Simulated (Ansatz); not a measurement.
G0W0 rungs for CsPbBr3 (Pm-3m).

```xyz
5
Lattice="5.8700 0.0000 0.0000 0.0000 5.8700 0.0000 0.0000 0.0000 5.8700" Properties=species:S:1:pos:R:3 pbc="T T T"
Cs    0.0000    0.0000    0.0000
Pb    2.9350    2.9350    2.9350
Br    0.0000    2.9350    2.9350
Br    2.9350    0.0000    2.9350
Br    2.9350    2.9350    0.0000
```

The cell and positions come from the Crystallography Open Database and are kept as given unless a step says otherwise. Spin-orbit coupling is left out unless a run names it.

Runs so far (Ansatz 0.2.0, start PBE, PAW set soft_1 files, 4×4×4 mesh). Times are wall times on 1 × NVIDIA H100 80GB HBM3 (shared by 6 runs) with 2 threads of AMD EPYC 7R13 (Zen 3), shared host, good to a factor of about two.

```
bands summed  cutoff (eV)  gap on the mesh (eV)   time
         189           51                 2.284  8.9 s
         495          102                 2.461   12 s
```

Q: What should the next rung give, with 1040 bands and screening to 170 eV, and where is the limit?

The error falls about as one over the bands when the cutoff rises with them. A line through the two highest rungs given predicts 2.519 eV; the run gave 2.655 eV, a miss of 0.136 eV, so the law fails here: the steps don't follow it yet. The two highest rungs put the limit near 2.831 eV, the pair below near 2.571 eV; neither can be trusted until a further rung is run.

Gaps are over the mesh's points; an edge off the mesh would be missed. Limits: not at the basis limit; no spin-orbit coupling.

[Paths, hosts, dates, memory and timing lines, banners, echoed tables and standing remarks are left out of the program output.]

[Logs are printed without paths, hosts, clocks, repeated set-up lines and the standing remarks that a program may print on its own settings, such as how far it seeks lower states.]

[Runs of the session that timed out or met a known fault of the program may be left out.]

[Cells called generated may have been cut or substituted from an entry of the Crystallography Open Database or the Materials Project.]

[Hosts, paths, dates, database ids (printed as entryN), source tags and the programs' standing remarks are cut or masked in the printed files.]
